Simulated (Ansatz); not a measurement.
# What KAg (built on the sites of a database entry of CsAu) distorts into, part 3 of 3

Which phase does KAg (built on the sites of a database entry of CsAu) fall into along its unstable mode, and how much energy does it gain?

Ansatz 0.2.0; DFT PBEsol, scalar-relativistic, plane waves, PAW.

So far. Step 4 (The mode frozen in, largest atomic shift 0.45 Å): The run ends at a pressure of -0.23 GPa, with forces up to 0.100 eV/Å. Step 5 (Energy along the mode, all amplitudes (two of the runs …): The lowest of the steps tried is at 0.45 Å, 14.8 meV/atom below the parent; the bottom of the well need not coincide with a step. The relaxed cell has a, b, c = 7.606, 8.547, 3.858 Å (conventional setting).

The structure was built from a prototype and need not be the compound's stable phase.

## 7. The new phase in its own primitive cell (continued)

Little changed from the start: no atom moved by 0.005 Å and no cell edge by 0.1 %.

The largest force component left is 0.40 meV/Å and the pressure is 0.005 GPa, within the tolerances set. The cell now holds 31.35 Å³/atom.

## 8. Modes of the new phase, k-mesh 8×8×10

A relaxed structure may still be a saddle point, so its zone-centre modes are computed. No field response is asked, since the mesh shows no gap.

The input, input.yaml:

```yaml
crystal:
  lattice:
    - [3.802935472, -4.2735654465, 0.0]
    - [3.802935472, 4.2735654465, 0.0]
    - [0.0, 0.0, 3.8581710964]
  atoms:
    - { symbol: K, position: [0.7155968298, 0.2844031702, 0.5] }
    - { symbol: K, position: [0.2844031702, 0.7155968298, 0.5] }
    - { symbol: Ag, position: [0.8143103867, 0.8143103867, 0.0] }
    - { symbol: Ag, position: [0.1856896133, 0.1856896133, 0.0] }
kpoints:
  mp_grid: { grid: [8, 8, 10] }
hamiltonian:
  xc: pbesol
scf:
  occupations: { method: methfessel_paxton, width: 0.15 }
output:
  eigenvalues: true
phonons:
  method: dfpt
```

Started as:

```bash
$ ansatz run input.yaml --threads 4 --pin off --max-ram 7168MiB --backend cpu --events-out ev --progress --plain --runs-dir out
```

Numbers of over 12 decimals in the logs are rounded to 6 here.

Output:

```text
zone centre: on kpoints.mp_grid the ground state, and the responses unless they are solved on pairs of k-points, stand on 204 of the mesh's 640 k-points, reduced under 2 symmetry operations, with k and −k counted as one. Each operation leaves every solved displacement unchanged or reverses it
[...]
Crystal: 4 atoms, lattice volume = 125.407 Å³
Basis set: ecut = 420 eV, 2467 PW (Γ), exchange–correlation on 80×80×54 points (8 copies of the dense FFT grid, shifted against one another)
Bands: 34, of which v1, the nominal top of the filled ones, is band 28 counted from 1 (27 counted from 0)
Symmetry: 8 space group operations
k-points: 204 of 640 (irreducible under 2 space group operations, time reversal used)
[...]
SCF iter   1: F=—  HF=-18075.769882 eV  |F-HF|=—  |Δ(HF+E_count)|=         —  Δρ=3.42e-3  dr2=1.39e-2  ethr=1.77e-3  ⟨swp⟩=6.3  Hψ=26808  notcnv=0
[...]
SCF iter  11: F=-18075.767515 eV  HF=-18075.767515 eV  |F-HF|=0.00e0  |Δ(HF+E_count)|=    0.00e0  S|Δr|=    0.00e0  Δρ=7.10e-8  dr2=8.92e-12  ethr=1.00e-12  ⟨swp⟩=9.3  Hψ=35312  notcnv=0
SCF 1 converged in 11 iterations: F = -18075.767515 eV  dr2 = 8.92e-12
[...]
DFPT response loops at Γ: preconditioner auto → Kerker (q_TF=auto, 2.385 Å⁻¹) (partly filled bands, converged f_vac=0.007); β = 1.00, the filter's whole step (`scf.mixing.beta` (0.50) is not read by the response loops under this deck's `scf.mixing.preconditioner`; to damp them name `kerker` or `kerker_dos`, under which they read `scf.mixing.beta`, and type it under 1.00, their step now; both keys bind the ground state too); Broyden in place of MSR1
SCF converged after 11 iterations
[...]
Free energy (F): -18075.767515 eV
[...]
Internal energy: -18075.766415 eV  (E = F + TS)
E sigma→0 (E₀):  -18075.767240 eV
Entropy (-TS):   -0.001101 eV (-0.275 meV/atom)
Fermi energy:    6.883991 eV
[...]
--- Band table (eV; the first three rows and the last of 204) ---
  k-point 0: bands = [... 24 lower, 3.2227, 3.3442, 3.3483, 6.2716, 8.0721, 8.6898, 9.9512, 10.8509, ... 2 higher]
  k-point 1: bands = [... 24 lower, 3.2239, 3.3306, 3.3581, 6.3529, 8.1010, 8.6840, 10.0575, 10.7188, ... 2 higher]
  k-point 2: bands = [... 24 lower, 3.3006, 3.3302, 3.3859, 6.6070, 8.1675, 8.6620, 9.7843, 10.2903, ... 2 higher]
  k-point 203: bands = [... 24 lower, 3.2326, 3.5478, 5.7674, 6.7011, 7.9298, 8.2620, 8.7577, 9.0328, ... 2 higher]
--- Phonons (Γ-DFPT): 6 representative perturbations + reference, on 204 of 640 k-points (Σ response iterations 19) ---
  k mesh reduced under 2 symmetry operations, with k and −k counted as one. Each operation leaves every solved displacement unchanged or reverses it
  ASR residual: 5.511e-5 → 0.000e0 eV/Å²; symmetrization residual: 1.589e-5 eV/Å²
  ASR residual per site (eV/Å²): 3.52e-5 3.52e-5 5.51e-5 5.51e-5
  Γ frequencies (cm⁻¹): 0.00 0.00 0.00 37.08 55.38 74.77 85.57 90.38 97.88 110.22 121.76 129.29
  non-analytic LO–TO correction: not included (Born effective charges unavailable; polar crystals: no LO–TO splitting at Γ)
```

Run time: 2.3 min. Hardware: 4 threads of Arm Neoverse V2, shared host; peak memory 2.5 GiB.

Numbers from this step:

```yaml
sum_rule_residual_before_enforcement: 5.51e-5 eV/Å²
point_group: mmm
highest_optical_mode_at_the_zone_centre_no_lo_to_term: 129.3 cm⁻¹
lowest_optical_zone_centre_mode: 37.08 cm⁻¹
```

Patterns of degenerate modes are one choice out of their space. The modes at Γ (shares of kinetic energy by element, %):

```tsv
mode	frequency (cm⁻¹)	symmetry	K %	Ag %
1	0.0	acoustic	27	73
2	0.0	acoustic	27	73
3	0.0	acoustic	27	73
4	37.1	B1g	8	92
5	55.4	B2g	0	100
6	74.8	B3g	100	0
7	85.6	Ag	21	79
8	90.4	B3u	73	27
9	97.9	B1u	73	27
10	110.2	B2u	73	27
11	121.8	B1g	92	8
12	129.3	Ag	79	21
```

Displacements in mode 4 (37.1 cm⁻¹), the largest set to 1:
```
K1  -0.50  0.00  0.00
K2   0.50  0.00  0.00
Ag3  0.00 -1.00  0.00
Ag4  0.00  1.00  0.00
```

Displacements in mode 7 (85.6 cm⁻¹), the largest set to 1:
```
K1   0.00 -0.85  0.00
K2   0.00  0.85  0.00
Ag3 -1.00  0.00  0.00
Ag4  1.00  0.00  0.00
```

Before it was imposed, the acoustic sum rule was missed by 5.5e-5 eV/Å². Small misses are needed for a sound result but don't prove that mesh and cutoff are converged. The lowest optical mode is real, 37.1 cm⁻¹.

## 9. What came out

```yaml
unstable_mode_of_the_parent: q = (0, -0.5, -0.5), 26i cm⁻¹
depth_at_the_lowest_point_sampled: 14.8 meV/atom
largest_atomic_shift_at_that_point: 0.45 Å
space_group_reached_within_0p01_a: Cmmm
energy_gained_over_the_parent_first_relaxation_on_the_mesh_of_the_frozen_mode: 28.0 meV/atom
volume_per_atom_phase_reached: 31.4 Å³
lowest_optical_zone_centre_mode_phase_reached: 37.1 cm⁻¹
highest_optical_mode_at_the_zone_centre_no_lo_to_term_phase_reached: 129 cm⁻¹
```

Along this mode the structure falls into Cmmm, 28.0 meV/atom below the parent. At the parent's cell the well is 14.80 meV/atom deep on the steps tried, with its lowest point at a shift of 0.45 Å. Relaxing atoms and cell changes the gain by +13.18 meV/atom against the lowest step (energies at zero smearing). The new phase has no imaginary mode at the zone centre of its cell; other wavevectors were not checked. Of the 3 patterns followed to their end from this parent, this one ends 13.8 meV/atom above the lowest, Pmma. Each path keeps the symmetry of its pattern, so a lower phase may lie along a pattern not tried. The q mesh stands for a supercell only 8.0 Å across, so branches between the solved wavevectors are rough. With no gap, or one that is small against the smearing, the frequencies hang on the k mesh and the smearing, most of all near Kohn anomalies. The starting cell was built on a prototype and not taken from a measurement, so the phase need not exist.

[Logs are printed without paths, hosts, clocks, repeated set-up lines and the standing remarks that a program may print on its own settings, such as how far it seeks lower states.]

[Hosts, paths, dates, database ids (printed as entryN), source tags and the programs' standing remarks are cut or masked in the printed files.]
